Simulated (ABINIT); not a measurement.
## A GW chain in ABINIT: CsPbCl3 (Pm-3m)

Aim: the G0W0 gap of CsPbCl3 (Pm-3m) on PBE, step by step.

Main program and level: ABINIT 10.8.3; PBE and many-body steps on it, plane waves.

## (1) The starting structure

The structure is cubic, space group Pm-3m (No. 221). Conventional cell: a = 5.605 Å, b = 5.605 Å, c = 5.605 Å, α = 90.00°, β = 90.00°, γ = 90.00°. Cs has 12 Cl at 3.96 Å nearest. Nearest to Pb lie 6 Cl at 2.80 Å. Nearest to Cl lie 2 Pb at 2.80 Å and 4 Cs at 3.96 Å. Farther neighbours and most contacts between anions are not listed.

The cell and positions come from the Crystallography Open Database and are kept as given unless a step says otherwise. Spin-orbit coupling is left out unless a step names it.

## (2) Ground state

This step: ABINIT 10.8.3; DFT, PBE, plane waves, norm-conserving pseudopotentials.

The ground-state density comes first.

File run.abi:

```
acell 3*1.0 Angstrom
rprim 
  5.605000000000 0.000000000000 0.000000000000
  0.000000000000 5.605000000000 0.000000000000
  0.000000000000 0.000000000000 5.605000000000
ntypat 3
znucl 55 82 17
natom 5
typat 1 2 3 3 3
xred 
  0.000000000000 0.000000000000 0.000000000000
  0.500000000000 0.500000000000 0.500000000000
  0.500000000000 0.500000000000 0.000000000000
  0.000000000000 0.500000000000 0.500000000000
  0.500000000000 0.000000000000 0.500000000000
pp_dirpath "pseudos"
pseudos "Cs.upf, Pb.upf, Cl.upf"
ecut 32
ngkpt 4 4 4
nshiftk 1
shiftk 0 0 0
kptopt 1
chksymbreak 0
nband 32
occopt 1
tolvrs 1e-08
nstep 60
prtwf 0
optforces 0
optstress 0
indata_prefix "in"
outdata_prefix "out"
tmpdata_prefix "tmp"
```

Run with:

```console
OMP_NUM_THREADS=1 mpirun -n 4 abinit run.abi > log
```

Numbers of over 12 decimals in the logs are rounded to 6 here.

What it wrote:

```text
.Version 10.8.3 of ABINIT. v10.8.2 released Aug 2026.

 Symmetries : space group Pm -3 m (#221); Bravais cP (primitive cubic)
================================================================================
 Values of the parameters that define the memory need of the present run
     intxc =       0    ionmov =       0      iscf =       7    lmnmax =       8
     lnmax =       8     mgfft =      54  mpssoang =       4    mqgrid =    3001
     natom =       5  nloc_mem =       1    nspden =       1   nspinor =       1
    nsppol =       1      nsym =      48    n1xccc =    2501    ntypat =       3
    occopt =       1   xclevel =       2
-    mband =          32        mffmem =           1         mkmem =           3
       mpw =       10315          nfft =      157464          nkpt =          10
================================================================================
  Rough estimation (10% accuracy) of disk space for files :
================================================================================

--------------------------------------------------------------------------------
------------- Echo of variables that govern the present computation ------------
--------------------------------------------------------------------------------
 -outvars: echo values of preprocessed input variables --------
            acell      1.8897261259E+00  1.8897261259E+00  1.8897261259E+00 Bohr

      chksymbreak           0
             ecut      3.20000000E+01 Hartree
-          fftalg         312

              ixc     -101130
              kpt      0.00000000E+00  0.00000000E+00  0.00000000E+00
                       2.50000000E-01  0.00000000E+00  0.00000000E+00
                       5.00000000E-01  0.00000000E+00  0.00000000E+00
                       2.50000000E-01  2.50000000E-01  0.00000000E+00
                       5.00000000E-01  2.50000000E-01  0.00000000E+00
                       5.00000000E-01  5.00000000E-01  0.00000000E+00
                       2.50000000E-01  2.50000000E-01  2.50000000E-01
                       5.00000000E-01  2.50000000E-01  2.50000000E-01
                       5.00000000E-01  5.00000000E-01  2.50000000E-01
                       5.00000000E-01  5.00000000E-01  5.00000000E-01
         kptrlatt        4    0    0      0    4    0      0    0    4
          kptrlen      4.23676597E+01
P           mkmem           3
            natom           5
            nband          32
            ngfft          54      54      54
             nkpt          10
            nstep          60
             nsym          48
           ntypat           3
              occ      2.000000  2.000000  2.000000  2.000000  2.000000  2.000000
                       2.000000  2.000000  2.000000  2.000000  2.000000  2.000000
                       2.000000  2.000000  2.000000  2.000000  2.000000  2.000000
                       2.000000  2.000000  2.000000  2.000000  2.000000  2.000000
                       2.000000  2.000000  0.000000  0.000000  0.000000  0.000000
                       0.000000  0.000000
        optforces           0
        optstress           0
            prtwf           0
            rprim      5.6050000000E+00  0.0000000000E+00  0.0000000000E+00
                       0.0000000000E+00  5.6050000000E+00  0.0000000000E+00
[...]
spgroup         221

           tolvrs      1.00000000E-08

             xred      0.0000000000E+00  0.0000000000E+00  0.0000000000E+00
[...]
znucl       55.00000   82.00000   17.00000

================================================================================

 chkinp: Checking input parameters for consistency.

================================================================================
== DATASET  1 ==================================================================
-   mpi_nproc: 4, omp_nthreads: 1 (-1 if OMP is not activated)

--- !DatasetInfo
iteration_state: {dtset: 1, }
dimensions: {natom: 5, nkpt: 10, mband: 32, nsppol: 1, nspinor: 1, nspden: 1, mpw: 10315, }
cutoff_energies: {ecut:  32.0, pawecutdg:  -1.0, }
electrons: {nelect:   5.20000000E+01, charge:   0.00000000E+00, occopt:   1.00000000E+00, tsmear:   1.00000000E-02, }

 Real(R)+Recip(G) space primitive vectors, cartesian coordinates (Bohr,Bohr^-1):
 R(1)= 10.5919149  0.0000000  0.0000000  G(1)=  0.0944116  0.0000000  0.0000000
 R(2)=  0.0000000 10.5919149  0.0000000  G(2)=  0.0000000  0.0944116  0.0000000
 R(3)=  0.0000000  0.0000000 10.5919149  G(3)=  0.0000000  0.0000000  0.0944116
 Unit cell volume ucvol=  1.1882928E+03 bohr^3
 Angles (23,13,12)=  9.00000000E+01  9.00000000E+01  9.00000000E+01 degrees

 getcut: wavevector=  0.0000  0.0000  0.0000  ngfft=  54  54  54
         ecut(hartree)=     32.000   => boxcut(ratio)=   2.00207

--- Pseudopotential description ------------------------------------------------
- Cs Generated using ONCVPSP code by D. R. Hamann
- 55.00000   9.00000  171031                  znucl, zion, pspdat
12 -101130 3 -1 2414                          pspcod,pspxc,lmax,lloc,mmax
     nproj     2     2     2     2
  pspatm : epsatm=   22.81663564
         --- l  ekb(1:nproj) -->
[...]
pspatm: atomic psp has been read  and splines computed

- Pb Generated using ONCVPSP code by D. R. Hamann
- 82.00000  22.00000  220131                  znucl, zion, pspdat
12 -101130 3 -1 1692                          pspcod,pspxc,lmax,lloc,mmax
     nproj     2     2     2     1
  pspatm : epsatm=   27.21822286
         --- l  ekb(1:nproj) -->
[...]
3    9.337611
 pspatm: atomic psp has been read  and splines computed

- Cl Generated using ONCVPSP code by D. R. Hamann
- 17.00000   7.00000  171031                  znucl, zion, pspdat
12 -101130 2 -1 1028                          pspcod,pspxc,lmax,lloc,mmax
     nproj     2     2     2     0
  pspatm : epsatm=    9.12776517
         --- l  ekb(1:nproj) -->
[...]
pspatm: atomic psp has been read  and splines computed

   4.02574401E+03                                ecore*ucvol(ha*bohr**3)
--------------------------------------------------------------------------------

_setup2: Arith. and geom. avg. npw (full set) are   10275.234   10275.182

================================================================================

--- !BeginCycle
iteration_state: {dtset: 1, }
solver: {iscf: 7, nstep: 60, nline: 4, wfoptalg: 0, }
tolerances: {tolvrs: 1.00E-08, }

     iter   Etot(hartree)      deltaE(h)  residm     vres2
 ETOT  1  -282.09127707631    -2.821E+02 3.367E-01 2.303E+02
 ETOT  2  -282.63218172564    -5.409E-01 6.445E-03 2.387E+01
 ETOT  3  -282.63623625471    -4.055E-03 8.149E-03 6.134E+00
 ETOT  4  -282.63648421894    -2.480E-04 1.144E-03 6.246E-01
 ETOT  5  -282.63651776948    -3.355E-05 5.387E-04 1.494E-01
 ETOT  6  -282.63652215599    -4.387E-06 1.679E-04 2.358E-02
 ETOT  7  -282.63652346236    -1.306E-06 7.571E-05 4.557E-03
 ETOT  8  -282.63652366616    -2.038E-07 8.369E-05 2.074E-04
 ETOT  9  -282.63652367534    -9.183E-09 3.768E-05 4.005E-06
 ETOT 10  -282.63652367576    -4.252E-10 3.799E-05 2.413E-07
 ETOT 11  -282.63652367582    -5.139E-11 1.735E-05 4.773E-09

 At SCF step   11       vres2   =  4.77E-09 < tolvrs=  1.00E-08 =>converged.

--- !ResultsGS
iteration_state: {dtset: 1, }
comment   : Summary of ground state results
lattice_vectors:
- [ 10.5919149,   0.0000000,   0.0000000, ]
- [  0.0000000,  10.5919149,   0.0000000, ]
- [  0.0000000,   0.0000000,  10.5919149, ]
lattice_lengths: [  10.59191,   10.59191,   10.59191, ]
lattice_angles: [ 90.000,  90.000,  90.000, ] # degrees, (23, 13, 12)
lattice_volume:   1.1882928E+03
convergence: {deltae: -5.139E-11, res2:  4.773E-09, residm:  1.735E-05, diffor:  0.000E+00, }
etotal    :  -2.82636524E+02
entropy   :   0.00000000E+00
fermie    :   1.02427899E-01
cartesian_stress_tensor: null
pressure_GPa: null
xred      :
- [  0.0000E+00,   0.0000E+00,   0.0000E+00, Cs]
- [  5.0000E-01,   5.0000E-01,   5.0000E-01, Pb]
- [  5.0000E-01,   5.0000E-01,   0.0000E+00, Cl]
- [  0.0000E+00,   5.0000E-01,   5.0000E-01, Cl]
- [  5.0000E-01,   0.0000E+00,   5.0000E-01, Cl]
cartesian_forces: null
force_length_stats: {min: null, max: null, mean: null, }

 Integrated electronic density in atomic spheres:
 ------------------------------------------------
 Atom  Sphere_radius  Integrated_density
[...]
================================================================================

 ----iterations are completed or convergence reached----

 Mean square residual over all n,k,spin=   12.519E-08; max=  17.347E-06
 reduced coordinates (array xred) for    5 atoms
       0.000000000000      0.000000000000      0.000000000000
       0.500000000000      0.500000000000      0.500000000000
       0.500000000000      0.500000000000      0.000000000000
       0.000000000000      0.500000000000      0.500000000000
       0.500000000000      0.000000000000      0.500000000000
 rms dE/dt=  0.0000E+00; max dE/dt=  0.0000E+00; dE/dt below (all hartree)
    1       0.000000000000      0.000000000000      0.000000000000
    2       0.000000000000      0.000000000000      0.000000000000
    3       0.000000000000      0.000000000000      0.000000000000
    4       0.000000000000      0.000000000000      0.000000000000
    5       0.000000000000      0.000000000000      0.000000000000

 cartesian coordinates (angstrom) at end:
    1      0.000000     0.000000     0.000000
    2      2.802500     2.802500     2.802500
    3      2.802500     2.802500     0.000000
    4      0.000000     2.802500     2.802500
    5      2.802500     0.000000     2.802500
 length scales=  1.889726125908  1.889726125908  1.889726125908 bohr
              =  1.000000000000  1.000000000000  1.000000000000 angstroms
 prteigrs : about to open file out_EIG
 Fermi (or HOMO) energy (hartree) =   0.10243   Average Vxc (hartree)=  -0.29278
 Eigenvalues (hartree) for nkpt=  10  k points:
 kpt#   1, nband= 32, wtk=  0.01563, kpt=  0.0000  0.0000  0.0000 (reduced coord)
  -5.02370   -2.88158   -2.88158   -2.88158   -0.68291   -0.51653   -0.51653   -0.50762
  -0.50762   -0.50762   -0.45513   -0.42305   -0.42305   -0.19776   -0.19776   -0.19776
  -0.14101   -0.06948   -0.06948   -0.06948    0.00536    0.00536    0.00536    0.00927
   0.00927    0.00927    0.22532    0.25983    0.25983    0.29325    0.29325    0.29325
 prteigrs : prtvol=0 or 1, do not print more k-points.

--- !EnergyTerms
iteration_state     : {dtset: 1, }
comment             : Components of total free energy in Hartree
kinetic             :  8.08797040700819E+01
hartree             :  1.00499096126179E+02
xc                  : -5.43967834896113E+01
Ewald energy        : -1.33017418738071E+02
psp_core            :  3.38783852564955E+00
local_psp           : -3.03728844613565E+02
non_local_psp       :  2.37398844435198E+01
total_energy        : -2.82636523675816E+02
total_energy_eV     : -7.69093161296399E+03
band_energy         : -3.80895010693657E+01

== END DATASET(S) ==============================================================
================================================================================

 -outvars: echo values of variables after computation  --------
           etotal     -2.8263652368E+02
            nband          32
             nkpt          10
          spgroup         221
 [... the other variables as echoed above ...]

 Calculation completed.
```

The job ended after 40 s (4 MPI ranks of Arm Neoverse V2, shared host; peak memory 0.43 GiB).

This step gave:

- total energy: -7690.9316 eV
- gap: 1.932 eV
- k of the valence top: 0.5, 0.5, 0.5
- k of the conduction bottom: 0.5, 0.5, 0.5
- least direct gap: 1.932 eV

The gap is direct, at (0.500, 0.500, 0.500).

(Part 1 of 3 ends here.)

[Paths, hosts, dates, memory and timing lines, banners, echoed tables and standing remarks are left out of the program output.]

[Logs are printed without paths, hosts, clocks, repeated set-up lines and the standing remarks that a program may print on its own settings, such as how far it seeks lower states.]

[Runs of the session that timed out or met a known fault of the program may be left out.]

[Hosts, paths, dates, database ids (printed as entryN), source tags and the programs' standing remarks are cut or masked in the printed files.]

[G0W0 gaps are taken among the corrected bands and points alone; a level outside them can change the order at an edge.]

[Where Ansatz stands beside ABINIT at settings called matched, ABINIT's density can come from a denser mesh and the files from another edition; pairs whose starting gaps differed by over 0.03 eV were left out, so agreement reads better than it is.]
